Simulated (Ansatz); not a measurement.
# Quasiparticle gap of SiO2 (Quartz), part 2 of 2

Wanted: the gap of SiO2 (Quartz) with a many-body correction, and the time that it takes.

Ansatz 0.2.0; PBE, then G0W0 on it, plane waves, PAW. Known limits of the many-body steps: finite bands, screening cutoff and k mesh; no spin-orbit coupling in G0W0.

So far. Step 2 (The PBE band structure): Over mesh and path the gap is 6.000 eV, from k = (0.333, 0.333, 0.000) to k = Γ. The least direct gap found is 6.292 eV, at k = (0.000, 0.000, 0.050).

In doubt: masses and optical values from hybrid runs of this build are listed as unsure (in some of the runs), which bears on the screening that GW takes from such a start.

### Step 3. The quasiparticle correction

G0W0 replaces the xc potential by a self-energy built once from the orbitals of the start. Levels are corrected in the window of bands that the input names, at points of the mesh.

This step: G0W0 on PBE, plane waves, PAW.

File input.yaml:

```yaml
crystal:
  lattice:
    - [4.9158, 0.0, 0.0]
    - [-2.4579, 4.2572076799, 0.0]
    - [0.0, 0.0, 5.4091]
  atoms:
    - { symbol: Si, position: [0.5303, 0.0, 0.3333333333] }
    - { symbol: Si, position: [0.0, 0.5303, 0.6666666667] }
    - { symbol: Si, position: [0.4697, 0.4697, 0.0] }
    - { symbol: O, position: [0.1462, 0.4142, 0.881] }
    - { symbol: O, position: [0.5858, 0.732, 0.2143333333] }
    - { symbol: O, position: [0.268, 0.8538, 0.5476666667] }
    - { symbol: O, position: [0.4142, 0.1462, 0.119] }
    - { symbol: O, position: [0.732, 0.5858, 0.7856666667] }
    - { symbol: O, position: [0.8538, 0.268, 0.4523333333] }
kpoints:
  mp_grid: { grid: [6, 6, 4] }
hamiltonian:
  xc: pbe
  pseudopotentials: { kind: paw, source: ansatz }
scf:
  occupations: { method: fixed }
gw:
  n_empty_bands: 1140
  ecut_chi: 270.0
  qp_bands: [v3, c3]
  qp_kpoints: band_edges
  screening: { model: contour_deformation }
```

Command:

```console
ansatz run input.yaml --threads 4 --pin off --max-ram 138240MiB --backend cuda --events-out ev --progress --plain --runs-dir out --devices 1 --max-vram 26GiB
```

Numbers of over 12 decimals in the logs are rounded to 6 here.

The program printed:

```text
GPUs: using 1 of 1 available (devices: 1).
[...]
GPU FFT provider: cuFFT
GPU libraries: cuBLAS 13.8.2, cuFFT 12.4.0, cuSOLVER 12.3.4
Crystal: 9 atoms, lattice volume = 113.199 Å³
Basis set: ecut = 930 eV, 7287 PW (Γ)
Bands: 33, of which v1, the nominal top of the filled ones, is band 24 counted from 1 (23 counted from 0)
Symmetry: 6 space group operations
[...]
k-points: 24 of 144 (time reversal used)
[...]
GPU buffer pool allocated for 230400 grid points (all kernels)
[...]
SCF iter   1: F=—  HF=-5327.212020 eV  |F-HF|=—  |Δ(HF+E_count)|=         —  Δρ=1.37e-1  dr2=1.86e1  ethr=3.10e-3  ⟨swp⟩=6.0  Hψ=3827  notcnv=0  defer=148
[...]
SCF iter   7: F=-5321.873508 eV  HF=-5321.873508 eV  |F-HF|=2.57e-7  |Δ(HF+E_count)|=   1.13e-5  Δρ=9.06e-6  dr2=7.93e-8  ethr=2.08e-10  ⟨swp⟩=15.6  Hψ=5422  notcnv=0
SCF 1 converged in 7 iterations: F = -5321.873508 eV  dr2 = 7.93e-8
[...]
NSCF: frozen V_eff on 24 k-points, pencils in batches of 32, up to order 132
the band table was solved once the SCF had ended and its energy, with any forces and stress, was formed, with the checks that follow a solve (3940 applications of the Hamiltonian). They found nothing against the state; the energy, forces and stress were not computed again (output.eigenvalues in the input reference)
[...]
NSCF: frozen V_eff on 24 k-points
G₀W₀ screening: q 1/24
[... further progress lines ...]
SCF converged after 7 iterations
Free energy (F): -5321.873508 eV
[...]
Internal energy: -5321.873508 eV  (E = F + TS)
E sigma→0 (E₀):  -5321.873508 eV
Fermi energy:    2.524734 eV
[...]
--- Band table (eV; the first three rows and the last of 24) ---
  k-point 0: bands = [... 20 lower, 1.5248, 1.8372, 2.2113, 2.2113, 8.5268, 11.8413, 11.8413, 12.2985, ... 5 higher]
  k-point 1: bands = [... 20 lower, 1.4550, 1.9896, 2.3005, 2.4297, 9.1249, 11.6695, 11.7835, 11.7996, ... 5 higher]
  k-point 2: bands = [... 20 lower, 1.3241, 2.3098, 2.3098, 2.4340, 10.4773, 10.4773, 11.5877, 12.2723, ... 5 higher]
  k-point 23: bands = [... 20 lower, 1.5875, 1.7611, 1.9400, 1.9400, 11.5414, 12.3305, 12.3305, 12.6287, ... 5 higher]
--- G₀W₀: contour deformation, 6 samples at zero and on the imaginary axis and 2 off it, 144 q-points, 1140 empty bands' worth ---
  eigenvalues of the whole cell's RPA ε∞ on this k-mesh (on a slab, of 1 + 4πα/V) = 2.3268, 2.3268, 2.3573; static W/v taken at q = 0 is 0.427464
  bands read: the sum over 1164 bands ends inside a degenerate multiplet in 1 slot, whose members it reads at an even weight; the widest, k=2: bands 1164 to 1165 (counted from 1) at 1/2 each
  gw.qp_kpoints: band_edges: 23 of 24 stored k-points solved, in 1 pass; an edge of the gap read off the rows below is read off those points alone
    valence top: of the k-points left out ik 23 came nearest to being solved in a further pass, in band 24 (counted from 1, as in the quasiparticle table): it holds the edge there only if its correction is more favourable than any solved in that band by at least 0.585 eV; those differ by 0.036 eV
    conduction bottom: of the k-points left out ik 23 came nearest to being solved in a further pass, in band 25 (counted from 1, as in the quasiparticle table): it holds the edge there only if its correction is more favourable than any solved in that band by at least 3.015 eV; those differ by 0.639 eV
    ik  band        ε_KS         Σx   Σc(E_QP)       V_xc       Z   E_QP_lin       E_QP  E_QP is
     0    22      1.8372   -26.3907     3.8433   -20.3009  0.8021    -0.4537    -0.4093  root
     0    23      2.2113   -26.2805     3.7524   -20.3156  0.8036    -0.0428    -0.0013  root
     0    24      2.2113   -26.2805     3.7524   -20.3156  0.8036    -0.0428    -0.0013  root
     0    25      8.5268    -7.8320    -3.5477   -12.4122  0.8655     9.5643     9.5593  root
     0    26     11.8413    -6.5239    -4.0584   -11.8962  0.8584    13.1652    13.1551  root
     0    27     11.8413    -6.5239    -4.0584   -11.8962  0.8584    13.1652    13.1551  root
     1    22      1.9896   -26.4987     3.8258   -20.4414  0.8024    -0.2849    -0.2419  root
     1    23      2.3005   -26.5689     3.7873   -20.5729  0.8028     0.0506     0.0918  root
     1    24      2.4297   -26.7468     3.7593   -20.8014  0.8035     0.2041     0.2436  root
     1    25      9.1249    -8.2626    -3.5813   -12.9276  0.8617    10.2142    10.2086  root
     1    26     11.6695    -6.6783    -4.1002   -12.1185  0.8592    13.0198    13.0094  root
     1    27     11.7835    -8.0010    -4.0322   -13.3941  0.8515    13.1554    13.1444  root
     2    22      2.3098   -26.7714     3.7933   -20.7796  0.8029     0.0708     0.1113  root
     2    23      2.3098   -26.7714     3.7933   -20.7796  0.8029     0.0708     0.1113  root
     2    24      2.4340   -26.7586     3.7744   -20.7905  0.8030     0.2002     0.2403  root
     2    25     10.4773    -8.6895    -3.7394   -13.6356  0.8547    11.6918    11.6840  root
     2    26     10.4773    -8.6895    -3.7394   -13.6356  0.8547    11.6918    11.6840  root
     2    27     11.5877    -4.4823    -3.9322    -9.4959  0.8693    12.6756    12.6691  root
     3    22      1.7399   -26.2439     3.8440   -20.1406  0.8022    -0.5646    -0.5193  root
     3    23      2.2642   -26.4853     3.7714   -20.5077  0.8032     0.0168     0.0579  root
     3    24      2.3003   -26.4721     3.7583   -20.5112  0.8035     0.0569     0.0977  root
     3    25      8.9509    -8.1439    -3.5722   -12.7855  0.8628    10.0258    10.0203  root
     3    26     11.8191    -6.7917    -4.1060   -12.2558  0.8577    13.1880    13.1772  root
     3    27     11.8805    -6.7022    -4.1285   -12.1925  0.8577    13.2531    13.2422  root
     4    22      1.8584   -26.2998     3.8265   -20.2267  0.8024    -0.4323    -0.3881  root
     4    23      2.1931   -26.5174     3.7999   -20.5016  0.8026    -0.0648    -0.0229  root
     4    24      2.4849   -26.8368     3.7615   -20.8949  0.8034     0.2654     0.3045  root
     4    25      9.4668    -8.4130    -3.6320   -13.1678  0.8598    10.5959    10.5896  root
     4    26     11.7515    -6.6272    -4.1052   -12.0785  0.8588    13.1081    13.0976  root
     4    27     11.8906    -7.8513    -3.9968   -13.1699  0.8526    13.2228    13.2124  root
     5    22      2.1927   -26.6358     3.8068   -20.6152  0.8025    -0.0627    -0.0211  root
     5    23      2.2241   -26.6245     3.7933   -20.6224  0.8029    -0.0259     0.0153  root
     5    24      2.3966   -26.7347     3.7685   -20.7738  0.8032     0.1642     0.2042  root
     5    25     10.6623    -8.8401    -3.8313   -13.9388  0.8534    11.9386    11.9299  root
     5    26     10.7210    -8.5510    -3.7819   -13.5523  0.8544    11.9485    11.9404  root
     5    27     11.7520    -4.9196    -3.9843   -10.0533  0.8669    12.9090    12.9015  root
     6    22      1.8828   -26.3504     3.8336   -20.2712  0.8022    -0.4069    -0.3628  root
     6    23      2.2313   -26.4823     3.7818   -20.4887  0.8029    -0.0220     0.0195  root
     6    24      2.4446   -26.8136     3.7681   -20.8608  0.8033     0.2204     0.2599  root
     6    25      9.4794    -8.4213    -3.6265   -13.1683  0.8598    10.6060    10.5998  root
[...]
21    22      2.0886   -26.5756     3.8134   -20.5478  0.8023    -0.1678    -0.1257  root
    21    23      2.0886   -26.5756     3.8134   -20.5478  0.8023    -0.1678    -0.1257  root
    21    24      2.5247   -26.8365     3.7452   -20.9151  0.8036     0.3099     0.3486  root
    21    25     11.4628    -8.5114    -3.9856   -13.8360  0.8512    12.8122    12.8018  root
    21    26     11.4628    -8.5114    -3.9856   -13.8360  0.8512    12.8122    12.8018  root
    21    27     11.9432    -8.6003    -3.9430   -13.9035  0.8490    13.3143    13.3033  root
    22    22      1.9740   -26.4269     3.8059   -20.3940  0.8025    -0.2959    -0.2530  root
    22    23      2.0148   -26.5469     3.8147   -20.5153  0.8022    -0.2444    -0.2021  root
    22    24      2.3260   -26.5781     3.7622   -20.6160  0.8034     0.0858     0.1262  root
    22    25     11.4644    -9.8664    -4.2881   -15.7548  0.8460    13.0802    13.0647  root
    22    26     11.7759    -7.2499    -3.8704   -12.3038  0.8561    12.9675    12.9594  root
    22    27     12.1295    -8.4671    -3.9941   -13.8335  0.8491    13.5132    13.5018  root
```

Elapsed: 7.9 min, on 1 × NVIDIA H100 80GB HBM3 (shared by 3 runs) with 4 threads of AMD EPYC 7R13 (Zen 3), shared host; peak memory 9.7 GiB.

Numbers from this step:

```
bands summed                                    : 1164
RPA ε∞ on this mesh (eigenvalues)               : 2.327, 2.327, 2.357
plane waves in the screening matrix             : 1143
q-points in the mesh                            : 144
G0W0 gap over the corrected points              : 9.211 eV
k of the valence top                            : 0.3333, 0.3333, 0
k of the conduction bottom                      : 0, 0, 0
starting gap on the mesh                        : 6.002 eV
Z at the valence top                            : 0.8036
Z at the conduction bottom                      : 0.8655
least direct G0W0 gap over the corrected points : 9.561 eV
```

Over 23 of 24 irreducible mesh points the G0W0 gap is 9.211 eV, from k = (0.333, 0.333, 0.000) to k = Γ. The PBE gap of this run on the mesh is 6.002 eV. The two states that bound the G0W0 gap lie that far apart at the start, so the correction of the gap is 9.211 − 6.002 = +3.209 eV. The start of this run differs from the step before in files (soft_1 PAW and hard PAW) and plane-wave cutoff (420 eV and 930 eV).

Labels follow the order of the start: v1 is the top filled band, c1 the lowest empty one; levels that stay degenerate share a row, the window can cut a multiplet, doubted levels are not marked in this list, bands outside the window were not corrected, and the list may be a part of the corrected levels. The levels before and after the correction (eV, zero at the valence-band top of each column):

|  | conduction bottom | valence top |
| --- | --- | --- |
| Kohn-Sham | 6.00 | 0.00 |
| G0W0 | 9.21 | 0.00 |

|  | level | occupation | energy (eV) |
| --- | --- | --- | --- |
| Kohn-Sham | Γ v3 | 2 | -0.688 |
| Kohn-Sham | Γ v2-v1 | 2 | -0.313 |
| Kohn-Sham | Γ c1 | 0 | 6.002 |
| Kohn-Sham | Γ c2-c3 | 0 | 9.317 |
| Kohn-Sham | (0.333 0.333 0) v3-v2 | 2 | -0.436 |
| Kohn-Sham | (0.333 0.333 0) v1 | 2 | 0.000 |
| Kohn-Sham | (0.333 0.333 0) c1-c2 | 0 | 8.938 |
| Kohn-Sham | (0.333 0.333 0) c3 | 0 | 9.418 |
| G0W0 | Γ v3 | 2 | -0.758 |
| G0W0 | Γ v2-v1 | 2 | -0.350 |
| G0W0 | Γ c1 | 0 | 9.211 |
| G0W0 | Γ c2-c3 | 0 | 12.806 |
| G0W0 | (0.333 0.333 0) v3-v2 | 2 | -0.474 |
| G0W0 | (0.333 0.333 0) v1 | 2 | 0.000 |
| G0W0 | (0.333 0.333 0) c1-c2 | 0 | 12.453 |
| G0W0 | (0.333 0.333 0) c3 | 0 | 12.955 |

The parts of the quasiparticle energy for the two states that bound the G0W0 gap, in eV on the run's own scale (QP = start + Σx + Σc − Vxc, with Σc at the quasiparticle energy):

| edge | k | band | start | Σx | Σc | Vxc | Z | QP |
| --- | --- | --- | --- | --- | --- | --- | --- | --- |
| valence top | (0.333, 0.333, 0.000) | 24 | 2.525 | −26.837 | 3.745 | −20.915 | 0.804 | 0.349 |
| conduction bottom | Γ | 25 | 8.527 | −7.832 | −3.548 | −12.412 | 0.866 | 9.559 |

### Step 4. Side by side

Each gap is the least one over the points named; times are wall times on shared hosts, not benchmarks. A G0W0 time includes the run's own self-consistent start. Rows marked * are further runs, not shown as steps, whose inputs differ from the G0W0 step on the same start in the columns given; solver thresholds can differ too.

| level | mesh | files, cutoff | bands summed, screening | points | gap (eV) | valence top | conduction bottom | least direct gap (eV) | time |
| --- | --- | --- | --- | --- | --- | --- | --- | --- | --- |
| PBE | 6×6×4 | soft_1 PAW, 420 eV | - | mesh and path | 6.000 | (0.333, 0.333, 0.000) | Γ | 6.292 | 9.7 s |
| G0W0@PBE* | 6×6×4 | hard PAW, 930 eV | 320, 110 eV | 23 of 24 irreducible mesh points | 8.845 | (0.333, 0.333, 0.000) | Γ | 9.220 | 1.7 min |
| G0W0@PBE* | 6×6×4 | hard PAW, 930 eV | 697, 190 eV | 23 of 24 irreducible mesh points | 9.098 | (0.333, 0.333, 0.000) | Γ | 9.458 | 4.8 min |
| G0W0@PBE | 6×6×4 | hard PAW, 930 eV | 1164, 270 eV | 23 of 24 irreducible mesh points | 9.211 | (0.333, 0.333, 0.000) | Γ | 9.561 | 7.9 min |

### Step 5. Summary of results

```json
{
  "PBE gap over mesh and path": "6.000 eV, from k = (0.333, 0.333, 0.000) to k = Γ",
  "G0W0@PBE gap over 23 of 24 irreducible mesh points": "9.211 eV, from k = (0.333, 0.333, 0.000) to k = Γ",
  "GW settings": "6×6×4 mesh, 1140 empty bands, screening to 270 eV, hard PAW files",
  "known limits": "finite bands, screening cutoff and k mesh; no spin-orbit coupling in G0W0"
}
```

**Reading.** Over 23 of 24 irreducible mesh points the G0W0 gap is 9.211 eV, from k = (0.333, 0.333, 0.000) to k = Γ. The PBE gap of this run on the mesh is 6.002 eV. The two states that bound the G0W0 gap lie that far apart at the start, so the correction of the gap is 9.211 − 6.002 = +3.209 eV. The valence state moves by 0.349 − 2.525 = −2.176 eV and the conduction state by 9.559 − 8.527 = +1.032 eV, on the run's own scale; with 320 bands the edge states move by −1.668 and +1.175 eV, so the split between the edges depends on the bands and cutoff. Both edges that PBE shows over mesh and path lie at k points where levels were corrected. Levels at other points were not corrected, so a lower G0W0 gap elsewhere in the zone is not ruled out. From 320 bands and 110 eV to 1164 bands and 270 eV the gap moves by 9.211 − 8.845 = +0.366 eV (rung by rung 8.845, 9.098, 9.211 eV); bands and screening cutoff rise together, so their parts are not told apart. A line in one over the bands through the two highest rungs gives 9.211 + (9.211 − 9.098) × 697 / (1164 − 697) = 9.380 eV, and through the pair below 9.098 + (9.098 − 8.845) × 320 / (697 − 320) = 9.313 eV. The two differ by 0.067 eV, not under the 0.030 eV asked, so the law does not hold well over these rungs and the limit is not known. G0W0 on other starts in this series, not shown as steps and not all at these settings: 9.876 eV on HSE06 (6×6×4, hard PAW, 697 bands, 190 eV) and 10.081 eV on PBE0 (6×6×4, hard PAW, 697 bands, 190 eV). The G0W0 runs are scalar-relativistic. No pair of G0W0 runs that differ in the mesh alone is shown (6×6×4 is a supercell whose nearest images lie 22 Å apart), so the error from the mesh is not known here. G0W0 is shown with one set of atomic data (hard PAW), so the error from the files is not known here.

[Paths, hosts, dates, memory and timing lines, banners, echoed tables and standing remarks are left out of the program output.]

[Logs are printed without paths, hosts, clocks, repeated set-up lines and the standing remarks that a program may print on its own settings, such as how far it seeks lower states.]

[Runs of the session that timed out or met a known fault of the program may be left out.]

[Cells called generated may have been cut or substituted from an entry of the Crystallography Open Database or the Materials Project.]

[Hosts, paths, dates, database ids (printed as entryN), source tags and the programs' standing remarks are cut or masked in the printed files.]

[Where an RPA ε∞ is given, it is that of the G0W0 mesh and is not shown converged in it. Names of k-points follow the symmetry that the program found, which can be lower than the space group named. Band edges on a path are those of the sampled points; other points can move an edge, and change direct to indirect where valleys lie close.]

[Hybrid gaps are those of their k-mesh and are not shown converged in it.]
